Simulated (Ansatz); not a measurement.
**Cd_i (4-fold void) in CdS (F-43m): charge-transition levels and formation energies**

Charge states of Cd_i (4-fold void) in CdS (F-43m), set against the band edges. Model: a cell of 54 host atoms with 1 Cd put in.

Program: Ansatz 0.2.0. Level of theory: place-levels on r2SCAN runs: charge-transition levels and formation energies with image-charge correction and potential alignment at the atomic sites; PAW set soft_1. Results are calculated unless marked as measured.

## 1. Set-up

The cell holds 55 atoms: 28 Cd and 27 S. Its edges and angles: a = 12.471 Å, b = 12.471 Å, c = 12.471 Å, α = 60.0°, β = 60.0°, γ = 60.0°. It derives from CdS (space group F-43m). Nearest the centre at fractional (0.083, 0.750, 0.750): Cd55 at 0.00 Å, Cd17 at 2.55 Å, Cd13 at 2.55 Å, Cd5 at 2.55 Å, Cd35 at 2.55 Å, S52 at 2.94 Å, S48 at 2.94 Å, S54 at 2.94 Å.

Known beforehand: the electronic dielectric constant, 6.49, and the static one, 10.34, computed on the host (DFPT, PBEsol, on the r2SCAN cell), and a cell off the functional's own equilibrium shifts the ionic part.

The cell's shortest repeat is 12.5 Å.

## 2. The runs of each charge state

Levels follow from differences of total energies between charge states, each relaxed by itself.

Random displacements of about 0.05 Å break the site symmetry at the start, so that the relaxation can reach a distorted minimum if there is one. Forces are taken at one point at (¼, ¼, ¼). The cell holds 1 electron more than the neutral one, with a uniform background that keeps it neutral on the whole. The electron count is odd, so at least one spin is unpaired; this run locks the moment at 1 μB.

The sampling was tested on the host first: at the k-points planned (1x1x1 shifted 0.25 0.25 0.25) its energy lies 0.033 eV an atom from the dense-mesh value, so the final energies take a denser sampling.

One of the inputs; charge, spin and start change from state to state.

File qm1_M1.relax/input.yaml:

```yaml
crystal:
  lattice:
    - [0.0, 8.81802939, 8.81802939]
    - [8.81802939, 0.0, 8.81802939]
    - [8.81802939, 8.81802939, 0.0]
  atoms:
    - { symbol: Cd, position: [0.0, 0.0, 0.0] }
    - { symbol: S, position: [0.25, 0.25, 0.25] }
    - { symbol: Cd, position: [0.0, 0.0, 0.33333333] }
[... 1 atom line left out ...]
    - { symbol: Cd, position: [0.0, 0.0, 0.66666667] }
[... 1 atom line left out ...]
    - { symbol: Cd, position: [0.0, 0.33333333, 0.0] }
[... 2 atom lines left out ...]
    - { symbol: S, position: [0.25, 0.58333333, 0.58333333] }
[... 1 atom line left out ...]
    - { symbol: S, position: [0.25, 0.58333333, 0.91666667] }
    - { symbol: Cd, position: [0.0, 0.66666667, 0.0] }
[... 2 atom lines left out ...]
    - { symbol: S, position: [0.25, 0.91666667, 0.58333333] }
    - { symbol: Cd, position: [0.0, 0.66666667, 0.66666667] }
[... 3 atom lines left out ...]
    - { symbol: Cd, position: [0.33333333, 0.0, 0.33333333] }
[... 7 atom lines left out ...]
    - { symbol: Cd, position: [0.33333333, 0.33333333, 0.66666667] }
[... 3 atom lines left out ...]
    - { symbol: Cd, position: [0.33333333, 0.66666667, 0.33333333] }
[... 1 atom line left out ...]
    - { symbol: Cd, position: [0.33333333, 0.66666667, 0.66666667] }
[... 1 atom line left out ...]
    - { symbol: Cd, position: [0.66666667, 0.0, 0.0] }
[... 3 atom lines left out ...]
    - { symbol: Cd, position: [0.66666667, 0.0, 0.66666667] }
[... 6 atom lines left out ...]
    - { symbol: S, position: [0.91666667, 0.58333333, 0.91666667] }
    - { symbol: Cd, position: [0.66666667, 0.66666667, 0.0] }
[... 2 atom lines left out ...]
    - { symbol: S, position: [0.91666667, 0.91666667, 0.58333333] }
[... 1 atom line left out ...]
    - { symbol: S, position: [0.91666667, 0.91666667, 0.91666667] }
    - { symbol: Cd, position: [0.083333, 0.75, 0.75] }
  host:
    repeats: [3, 3, 3]
    atoms:
      - { symbol: Cd, position: [0.0, 0.0, 0.0] }
      - { symbol: S, position: [0.75, 0.75, 0.75] }
total_charge: -1
basis:
  ecutwfc: 500
  xc_grid: 2
hamiltonian:
  xc: r2scan
  pseudopotentials: { kind: paw, azcp: { folder: soft_1 } }
kpoints:
  mp_grid: { grid: [1, 1, 1], shift: [0.25, 0.25, 0.25] }
magnetization:
  spin_polarized: true
  initial_magnetization: 1
  spin_locking: { lock_magnetization: hard }
scf:
  occupations: { method: fixed }
  max_iter: 80
output:
  forces: true
  charged_corrections:
    epsilon: 6.49
    static_epsilon: 10.34
    defect_position: [0.083333, 0.75, 0.75]
relax:
  f_tol: 0.02
  max_steps: 80
  random_displacement: { amplitude: 0.05, seed: 8016 }
checkpoint:
  write: "../qm1_M1.relax.run"
  compress: false
  write_wavefunctions: true
  write_every: 100000
```

Run with:

```
ansatz run input.yaml --threads 6 --pin off --max-ram 37683MiB --backend cuda --events-out ev --progress --plain --runs-dir out
```

Defect states can disperse in a cell of this size, so the energy is taken again at a 2×2×2 shifted mesh, on the relaxed structure.

The run of this state that the levels use, under r2SCAN:

File qm1_M1.point/input.yaml:

```yaml
crystal:
  checkpoint: "../qm1_M1.relax.run"
  host: checkpoint
total_charge: -1
basis:
  ecutwfc: 500
  xc_grid: 2
hamiltonian:
  xc: r2scan
  pseudopotentials: { kind: paw, azcp: { folder: soft_1 } }
kpoints:
  mp_grid: { grid: [2, 2, 2], shift: [0.5, 0.5, 0.5] }
magnetization:
  spin_polarized: true
  initial_magnetization: 1
  spin_locking: { lock_magnetization: hard }
scf:
  occupations: { method: fermi_dirac, width: 0.01 }
  max_iter: 80
output:
  forces: true
  eigenvalues: true
  charged_corrections:
    epsilon: 6.49
    static_epsilon: 10.34
    defect_position: [0.083333, 0.75, 0.75]
  eigenstates: { localisation: true }
  populations: true
  efg: {}
checkpoint:
  read: "../qm1_M1.relax.run"
  write: "../qm1_M1.point.run"
  compress: false
  write_wavefunctions: false
  write_every: 100000
```

Relaxations under r2SCAN at one point at (¼, ¼, ¼); times on 1 × NVIDIA H100 80GB HBM3 with 6 threads of AMD EPYC 7R13 (Zen 3), shared host:

| charge | moment (μB) | occupations | outcome | steps | largest displacement against the far atoms (Å) | time |
| --- | --- | --- | --- | --- | --- | --- |
| −1 | 1 | fixed | converged | 6 | 0.32 | 21 s |
| 0 | 0 | fixed | converged | 6 | 0.29 | 14 s |
| +1 | 1 | fixed | converged | 9 | 0.31 | 23 s |
| +2 | 0 | fixed | converged | 6 | 0.36 | 11 s |
| 0 | 2 | fixed | converged | 8 | 0.36 | 24 s |

Single points under r2SCAN at a 2×2×2 shifted mesh; times on 1 × NVIDIA H100 80GB HBM3 with 6 threads of AMD EPYC 7R13 (Zen 3), shared host:

| charge | moment (μB) | occupations | outcome | time |
| --- | --- | --- | --- | --- |
| −1 | 1 | fermi-dirac | converged | 31 s |
| 0 | 0 | fermi-dirac | converged | 12 s |
| +1 | 1 | fermi-dirac | converged | 31 s |
| +2 | 0 | fermi-dirac | converged | 16 s |
| 0 | 2 | fermi-dirac | converged | 32 s |

Distances (Å) from Cd55 to the nearest atoms after relaxation with r2SCAN:

| charge | moment (μB) | 1. | 2. | 3. | 4. | 5. | 6. |
| --- | --- | --- | --- | --- | --- | --- | --- |
| −1 | 1 | Cd 2.75 | Cd 2.78 | Cd 2.78 | Cd 2.78 | S 2.82 | S 2.82 |
| 0 | 0 | Cd 2.80 | Cd 2.80 | Cd 2.80 | Cd 2.81 | S 2.88 | S 2.89 |
| 0 | 2 | S 2.75 | S 2.76 | S 2.78 | Cd 2.81 | Cd 2.81 | Cd 2.81 |
| +1 | 1 | Cd 2.84 | Cd 2.84 | Cd 2.84 | Cd 2.85 | S 2.86 | S 2.88 |
| +2 | 0 | S 2.82 | S 2.83 | S 2.83 | S 2.84 | S 2.85 | S 2.86 |

## 3. place-levels, r2SCAN

A charged cell interacts with its images and the background, and its potential has another zero than the host's. place-levels removes the first by a point-charge model, screened by the static dielectric constant since the ions have relaxed around the charge, and the second by comparing potentials at atoms far from the defect.

The host is a run of the defect-free crystal in the same cutoffs, grids and k-points, so that basis and sampling errors cancel in part in the differences. The host is run in a cell of 2 atoms on a matching mesh. Its band edges are searched through the zone by a band path, so the gap is smaller than, or equal to, that on the mesh. Chemical potentials are energies per atom of Cd (hcp), run with the same functional and cutoff.

File levels.point.yaml:

```yaml
host:
  run: host.point.run
states: [qm1_M1.point.run, q0.point.run, qp1_M1.point.run, qp2.point.run, q0_M2.point.run]
geometry_from:
  qm1_M1.point.run: qm1_M1.relax.run
  q0.point.run: q0.relax.run
  qp1_M1.point.run: qp1_M1.relax.run
  qp2.point.run: qp2.relax.run
  q0_M2.point.run: q0_M2.relax.run
  host.point.run: host.relax.run
chemical_potentials:
  Cd:
    energy: -8268.253598
    dataset: "<sha256 of the dataset>"
epsilon: 6.49
static_epsilon: 10.34
vertical:
  - { from: qm1_M1.point.run, to: qm1_M1.point_neutral.run }
  - { from: qp1_M1.point.run, to: qp1_M1.point_neutral.run }
  - { from: qp2.point.run, to: qp2.point_neutral.run }
```

Run with:

```
ansatz place-levels levels.point.yaml -- --threads 6 --pin off --max-ram 37683MiB
```

Numbers of over 12 decimals in the logs are rounded to 6 here.

Log:

```text
[... repeated set-up lines and file paths are left out, and long positions are rounded to six places ...]
(+2/+1) 1.517 eV above the valence edge, 0.021 eV under the conduction edge
(+1/0) 1.537 eV above the valence edge (+1.846 eV without the band-filling correction), 0.000 eV under the conduction edge
(0/-1) 1.562 eV above the valence edge (+2.736 eV without the band-filling correction), in the conduction band
formation energy of charge +2: -0.359 eV with the Fermi level at the valence edge
formation energy of charge +1: +1.158 eV with the Fermi level at the valence edge
formation energy of charge 0: +2.695 eV with the Fermi level at the valence edge
formation energy of charge -1: +4.257 eV with the Fermi level at the valence edge
vertical -1 to 0: no energy, since no alignment is typed
  the change from vertical[0].from (qm1_M1.point.run) to vertical[0].to (qm1_M1.point_neutral.run): by its potential at epsilon 6.49 it is spread over the cell along a vector, with an rms radius of about 8.5 Å (4.9 4.9 4.9 Å across the planes of the cell's [...]
vertical +1 to 0: no energy, since no alignment is typed
  the change from vertical[1].from (qp1_M1.point.run) to vertical[1].to (qp1_M1.point_neutral.run): by its spins about the atoms it stands at 0.095 0.761 0.760, with an rms radius of about 4.0 Å (2.3 2.3 2.3 Å across the planes of the cell's vectors); [...]
vertical +2 to 0: no energy, since no alignment is typed
  the change from vertical[2].from (qp2.point.run) to vertical[2].to (qp2.point_neutral.run): by its potential at epsilon 6.49 it stands at 0.089 0.755 0.755, with an rms radius of about 4.4 Å (2.6 2.6 2.6 Å across the planes of the cell's vectors); [...]
  edges by r2scan, gap 1.537 eV; the host is sampled to repeats of 24.94 Å
  the defect's cells are sampled to repeats of 24.94 Å, like sampling
  charge +2: -256024.3411 eV with its correction of +1.229 eV, at epsilon 10.34, aligned at sites: +0.2526 eV, mean over 24 atomic sites at or beyond 6.24 Å from the defect at [0.0833, 0.7500, 0.7500], with +0.000000 for the charge's moments and without [...]
  charge +1: -256016.5049 eV with its correction of +0.454 eV, at epsilon 10.34, aligned at sites: +0.2731 eV, mean over 24 atomic sites at or beyond 6.24 Å from the defect at [0.0833, 0.7500, 0.7500], with +0.000000 for the charge's moments and without [...]
  charge 0: +0.000 eV for its dipole among its images, +0.000 omitted
  charge -1: -255999.2840 eV with its correction of -0.173 eV, at epsilon 10.34, aligned at sites: +0.3543 eV, mean over 24 atomic sites at or beyond 6.24 Å from the defect at [0.0833, 0.7500, 0.7500], with +0.000000 for the charge's moments and without [...]
  charge 0: states[4] (q0_M2.point.run) stands 0.660 eV higher, with a moment of 2.00 μB against 0.00
  of states[3] (qp2.point.run): it parts from the run at its places by a charge that spreads by about 2.6 Å along one vector (1.8 Å or more is wide), by its potential at epsilon 6.49, taken for that of held ions (one typed too small widens it), where the cell [...]
  of states[2] (qp1_M1.point.run): it parts from the run at its places by a charge that spreads by about 2.3 Å along one vector (1.8 Å or more is wide), by the spins about the atoms, where the cell does not tell a trapped carrier from a band state. [...]
  of states[1] (q0.point.run): a band-filling correction moves a carrier to the host's band edge, which changes its energy by -0.309 eV; [...]
  of states[0] (qm1_M1.point.run): how wide its charge is, is not read beside other atoms or cores, and a band state would take no correction. [...]
  of states[4] (q0_M2.point.run): its alignment with the host at atomic sites is doubtful: the mean over the far sites moves by -0.0926 eV from their farther parts to their nearer, more than 0.05 eV. [...]
  of vertical[0].from (qm1_M1.point.run): its moments are held at its close (magnetization.spin_locking), by a field of 0.130 eV a Bohr magneton, and its energy and levels are of the state that this holds: a run that lets them go can end lower; [...]
  of vertical[1].from (qp1_M1.point.run): its moments are held at its close (magnetization.spin_locking), by a field of 0.182 eV a Bohr magneton, and its energy and levels are of the state that this holds: a run that lets them go can end lower; [...]
  of vertical[2].from (qp2.point.run): it parts from the run at its places by a charge that spreads by about 2.6 Å along one vector (1.8 Å or more is wide), by its potential at epsilon 6.49, taken for that of held ions (one typed too small widens it), where [...]
```

Elapsed: 0.5 s, on 6 threads of AMD EPYC 7R13 (Zen 3), shared host.

(Continued in part 2 of 2.)

[Logs are printed without paths, hosts, clocks, repeated set-up lines and the standing remarks that a program may print on its own settings, such as how far it seeks lower states.]

[Hosts, paths, dates, database ids (printed as entryN), source tags and the programs' standing remarks are cut or masked in the printed files.]

[Where a table of states has a column of steps, it counts the stored structures, which are thinned; the runs took as many ionic steps or more.]

[A defect's name tells the site on which it was built; relaxed atoms can leave that site.]

[For some hosts the program warned that the k-mesh of the response run may be too coarse for force constants and the static dielectric constant; such warnings are not shown here.]
